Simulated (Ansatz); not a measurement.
# Pt(111) with 4 thermally displaced layers, 2x2: scattering by thermal displacements, part 2 of 2

How much do lattice vibrations at 800 K scatter the electrons of Pt? Layers with random displacements are laid between perfect leads, and the resistance is followed against their length.

Ansatz 0.2.0; Ansatz plane-wave DFT, PBE, PAW files; ballistic transport by layer matching (Landauer), zero bias; PAW set soft_1.

So far, open channels per spin nearest the Fermi level: step 2 (with 4 displaced layers) 6.87.

### 4. With 12 displaced layers

Each atom of 12 layers is moved at random, by amounts drawn from a normal law 0.1019 Å wide in each direction from the Debye model (240 K) at 800 K. A fresh draw is used; the growth of the resistance with length is what counts.

System of this step: Pt(111) with 12 thermally displaced layers, 2x2. The cell holds 72 atoms: 72 Pt. Its edges and angles: a = 5.546 Å, b = 5.546 Å, c = 40.757 Å, α = 90.0°, β = 90.0°, γ = 120.0°. It derives from Pt. Regions: lead, 24 atoms (24 Pt); scattering region, 48 atoms (48 Pt). The structure is stacked along c, and the current runs across the ab planes.

File input.yaml:

```yaml
crystal:
  lattice:
    - [5.5462627489, 0.0, 0.0]
    - [-2.7731313745, 4.8032044366, 0.0]
    - [0.0, 0.0, 40.7565411427]
  atoms:
    - { symbol: Pt, position: [0.0, 0.0, 0.0277777778] }
    - { symbol: Pt, position: [0.0, 0.5, 0.0277777778] }
    - { symbol: Pt, position: [0.5, 0.0, 0.0277777778] }
    - { symbol: Pt, position: [0.5, 0.5, 0.0277777778] }
    - { symbol: Pt, position: [0.1666666667, 0.3333333333, 0.0833333333] }
    - { symbol: Pt, position: [0.1666666667, 0.8333333333, 0.0833333333] }
    - { symbol: Pt, position: [0.6666666667, 0.3333333333, 0.0833333333] }
    - { symbol: Pt, position: [0.6666666667, 0.8333333333, 0.0833333333] }
    - { symbol: Pt, position: [0.3333333333, 0.1666666667, 0.1388888889] }
    - { symbol: Pt, position: [0.3333333333, 0.6666666667, 0.1388888889] }
    - { symbol: Pt, position: [0.8333333333, 0.1666666667, 0.1388888889] }
    - { symbol: Pt, position: [0.8333333333, 0.6666666667, 0.1388888889] }
    - { symbol: Pt, position: [0.9889585096, 0.9980358751, 0.1950736149] }
    - { symbol: Pt, position: [0.9733644906, 0.4591834061, 0.1942636967] }
    - { symbol: Pt, position: [0.5156459623, 0.0230103416, 0.195889427] }
    - { symbol: Pt, position: [0.4804958686, 0.48464295, 0.1994720614] }
    - { symbol: Pt, position: [0.1999997924, 0.3721927195, 0.2553248008] }
    - { symbol: Pt, position: [0.1557214631, 0.8415079555, 0.2511456734] }
    - { symbol: Pt, position: [0.6826987221, 0.344831384, 0.2505052495] }
    - { symbol: Pt, position: [0.6539263607, 0.8014533749, 0.2495864047] }
    - { symbol: Pt, position: [0.3209332702, 0.16934198, 0.3043864287] }
    - { symbol: Pt, position: [0.353388375, 0.6840457686, 0.3063274589] }
    - { symbol: Pt, position: [0.8401290796, 0.1686388042, 0.3044358107] }
    - { symbol: Pt, position: [0.8250522819, 0.6561500766, 0.3065257401] }
    - { symbol: Pt, position: [0.0064262397, 0.0123338037, 0.3577887482] }
    - { symbol: Pt, position: [0.0082217618, 0.4838171545, 0.3592749955] }
    - { symbol: Pt, position: [0.4903949992, 0.9880461378, 0.3618390867] }
    - { symbol: Pt, position: [0.4781035057, 0.477307886, 0.3589961316] }
    - { symbol: Pt, position: [0.1912442602, 0.334272404, 0.4137471888] }
    - { symbol: Pt, position: [0.1503136124, 0.8003193506, 0.4211415827] }
    - { symbol: Pt, position: [0.6437330307, 0.343491481, 0.4180260345] }
    - { symbol: Pt, position: [0.6432079964, 0.8397045835, 0.4191601538] }
    - { symbol: Pt, position: [0.3446942734, 0.1722048952, 0.4745954941] }
    - { symbol: Pt, position: [0.3398591255, 0.6738049193, 0.4719053726] }
    - { symbol: Pt, position: [0.8349558214, 0.1466924313, 0.4742020726] }
    - { symbol: Pt, position: [0.8124775666, 0.6435252453, 0.4731355486] }
    - { symbol: Pt, position: [0.0413109455, 0.0204048337, 0.5264883652] }
    - { symbol: Pt, position: [0.0080083488, 0.4903626167, 0.5274676599] }
    - { symbol: Pt, position: [0.4770618086, 0.9508333954, 0.5282569217] }
    - { symbol: Pt, position: [0.473681963, 0.4852026358, 0.5240909782] }
    - { symbol: Pt, position: [0.1287924228, 0.3133192028, 0.5853977877] }
    - { symbol: Pt, position: [0.1970132391, 0.8327985329, 0.5860634205] }
    - { symbol: Pt, position: [0.6415318835, 0.2927652025, 0.5837082086] }
    - { symbol: Pt, position: [0.6703083965, 0.8242389716, 0.5840890627] }
    - { symbol: Pt, position: [0.3346943471, 0.1483469339, 0.6351959787] }
    - { symbol: Pt, position: [0.3270285913, 0.6621883961, 0.6380070339] }
    - { symbol: Pt, position: [0.8697809892, 0.2032801117, 0.6378470386] }
    - { symbol: Pt, position: [0.8561578822, 0.6866312896, 0.6406721783] }
    - { symbol: Pt, position: [0.0151183733, 0.9917410435, 0.6962943736] }
    - { symbol: Pt, position: [0.0457264832, 0.5170521302, 0.692894364] }
    - { symbol: Pt, position: [0.5245594426, 0.0267851134, 0.6953671163] }
    - { symbol: Pt, position: [0.5060178538, 0.5327409962, 0.6913193287] }
    - { symbol: Pt, position: [0.1757456356, 0.3329901209, 0.7470151689] }
    - { symbol: Pt, position: [0.192765123, 0.8407147925, 0.7470823528] }
    - { symbol: Pt, position: [0.6731447557, 0.3241756599, 0.7452419659] }
    - { symbol: Pt, position: [0.6568038534, 0.838925353, 0.7515896123] }
    - { symbol: Pt, position: [0.3368547888, 0.1676249753, 0.8067307931] }
    - { symbol: Pt, position: [0.3419428668, 0.6916392226, 0.8059272427] }
    - { symbol: Pt, position: [0.8444715447, 0.178141309, 0.8029120429] }
    - { symbol: Pt, position: [0.8365177449, 0.6990999715, 0.8063940146] }
    - { symbol: Pt, position: [0.0, 0.0, 0.8611111111] }
    - { symbol: Pt, position: [0.0, 0.5, 0.8611111111] }
    - { symbol: Pt, position: [0.5, 0.0, 0.8611111111] }
    - { symbol: Pt, position: [0.5, 0.5, 0.8611111111] }
    - { symbol: Pt, position: [0.1666666667, 0.3333333333, 0.9166666667] }
    - { symbol: Pt, position: [0.1666666667, 0.8333333333, 0.9166666667] }
    - { symbol: Pt, position: [0.6666666667, 0.3333333333, 0.9166666667] }
    - { symbol: Pt, position: [0.6666666667, 0.8333333333, 0.9166666667] }
    - { symbol: Pt, position: [0.3333333333, 0.1666666667, 0.9722222222] }
    - { symbol: Pt, position: [0.3333333333, 0.6666666667, 0.9722222222] }
    - { symbol: Pt, position: [0.8333333333, 0.1666666667, 0.9722222222] }
    - { symbol: Pt, position: [0.8333333333, 0.6666666667, 0.9722222222] }
kpoints:
  mp_grid: { grid: [5, 5, 1] }
hamiltonian:
  xc: pbe
  pseudopotentials: { kind: paw, azcp: { folder: soft_1 } }
scf:
  occupations: { method: fermi_dirac, width: 0.1 }
output:
  transmission:
    leads: [[0, 4]]
    kmesh: [10, 10]
    e_range: [-0.05, 0.05]
    de: 0.05
  write_potential: true
  write_density: true
  volumetric_format: npy
```

Run with:

```console
> ansatz run input.yaml --threads 4 --pin off --max-ram 15360MiB --backend cpu --events-out ev --progress --plain --runs-dir out
```

Numbers of over 12 decimals in the logs are rounded to 6 here.

Output:

```text
[...]
Crystal: 72 atoms, lattice volume = 1085.747 Å³
Basis set: ecut = 420 eV, 21305 PW (Γ)
Bands: 778, of which v1, the nominal top of the filled ones, is band 648 counted from 1 (647 counted from 0)
Symmetry: 1 space group operations
[...]
k-points: 13 of 25 (time reversal used)
[...]
SCF iter   1: F=—  HF=-901793.951048 eV  |F-HF|=—  |Δ(HF+E_count)|=         —  Δρ=8.54e-2  dr2=8.98e1  ethr=3.10e-3  ⟨swp⟩=4.5  Hψ=29384  notcnv=0  defer=508
[...]
SCF iter  10: F=-901770.654925 eV  HF=-901770.654925 eV  |F-HF|=3.88e-8  |Δ(HF+E_count)|=   6.40e-9  Δρ=5.08e-7  dr2=4.00e-8  ethr=7.72e-12  ⟨swp⟩=8.0  Hψ=32093  notcnv=0
SCF 1 converged in 10 iterations: F = -901770.654925 eV  dr2 = 4.00e-8
[...]
transmission: 396 of 3952 steps passed
transmission: 791 of 3952 steps passed
[...]
transmission: 3952 of 3952 steps passed
SCF converged after 10 iterations
Free energy (F): -901770.654925 eV
[...]
Internal energy: -901766.656348 eV  (E = F + TS)
E sigma→0 (E₀):  -901768.655636 eV
Entropy (-TS):   -3.998577 eV (-55.536 meV/atom)
Fermi energy:    23.452985 eV
[...]
--- Band table (eV; the first three rows and the last of 13) ---
  k-point 0: bands = [... 644 lower, 23.6208, 23.6320, 23.6443, 23.6522, 23.6627, 23.6699, 23.6877, 23.7044, ... 126 higher]
  k-point 1: bands = [... 644 lower, 23.4425, 23.4554, 23.4692, 23.4775, 23.4885, 23.5126, 23.5240, 23.5559, ... 126 higher]
  k-point 2: bands = [... 644 lower, 23.4205, 23.4512, 23.4794, 23.5016, 23.5101, 23.5240, 23.5279, 23.5399, ... 126 higher]
  k-point 12: bands = [... 644 lower, 23.3833, 23.3907, 23.4130, 23.4291, 23.4440, 23.4567, 23.4620, 23.4776, ... 126 higher]
--- Transmission ---
  basis      : 241 plane waves across, 76 finite elements along
  points     : 52, standing for a mesh of 10 x 10
[...]
channels       : 6.890000e0 a spin
[...]
junction   : crystal 0 to crystal 0, 0.70 to 39.19 Å
    transmission   : 3.085629e0 a spin
[...]
```

Run time: 17 min. Hardware: 4 threads of Intel Xeon Platinum 8223CL at 3.00GHz (Skylake/Cascade Lake), shared host; peak memory 8.5 GiB; 61 min of CPU time.

Numbers from this step:

| Item | Value |
| --- | --- |
| free energy | -901770.6549 eV |
| energy at zero smearing | -901768.6556 eV |
| transmission per spin nearest the Fermi level | 3.086 |
| step of the lead's potential | 7.9 meV |

Per spin. Transmission, zone mean against energy, zero at the Fermi level:

```tsv
energy (eV)	transmission, zone mean
-0.0500	3.20
0.0000	3.09
0.0500	3.09
```

Over the solved energies the transmission per spin lies between 3.09 and 3.20, out of 6.75 channels of the lead on average (up to 7.14).

### 5. Resistance against length

This step: Ansatz plane-wave DFT, PBE, PAW files; ballistic transport by layer matching (Landauer), zero bias; resistivity from the slope of the area resistance; PAW set soft_1 (Ansatz 0.2.0).

This step gave:

```
resistivity           : 22.24 µΩ cm
intercept             : 0.009210 fΩ m²
scatter about the fit : 0.03246 fΩ m²
```

Resistance, by row:

```tsv
run	length (Å)	T	channels N	RA (fΩ m²)
n4	9.057	4.931	6.747	0.1877
n8	18.11	3.555	6.753	0.458
n12	27.17	3.125	6.747	0.5906
```

Area resistance against length of the displaced region:

```tsv
length of the displaced region (Å)	area resistance (fΩ m²)
9.06	0.188
18.11	0.458
27.17	0.591
```

The area resistance goes from 0.19 to 0.59 fΩ m² between 9.1 and 27.2 Å, a slope of 22 µΩ cm.

By hand from the end points: (0.5906 − 0.1877) fΩ m² / (27.17 − 9.06) Å = 22 µΩ cm, since 1 fΩ m² per Å is 1000 µΩ cm.

### 6. Results

| Item | Value |
| --- | --- |
| resistivity from the slope | 22.2 µΩ cm |
| area resistance over 9.06 Å | 0.188 fΩ m² |
| area resistance over 18.1 Å | 0.458 fΩ m² |
| area resistance over 27.2 Å | 0.591 fΩ m² |

**Reading.** The slope gives 22 µΩ cm. The points scatter by 0.032 fΩ m² about the line, with one random draw a length in a 2x2 cell, so the slope is a rough value. The mean square of the displacements drawn is 0.75, 0.94 and 0.81 of the nominal one at the three lengths; with each resistance scaled back by that, the slope is 26 µΩ cm, the value used below. Read with a model of isotropic scattering on a spherical Fermi surface and the lead's 2.0×10¹⁵ S/m², this slope means a mean free path near 15 Å; over these lengths the model's slope is within 3 % of its bulk resistivity. Uncorrelated displacements put too much weight on short waves, which scatter strongly; with the sideways repeat of a small cell, one draw and three short lengths, the method is good to a factor of two or three. Spin-orbit coupling is left out, which matters for Pt.

[Logs are printed without paths, hosts, clocks, repeated set-up lines and the standing remarks that a program may print on its own settings, such as how far it seeks lower states.]

[Hosts, paths, dates, database ids (printed as entryN), source tags and the programs' standing remarks are cut or masked in the printed files.]
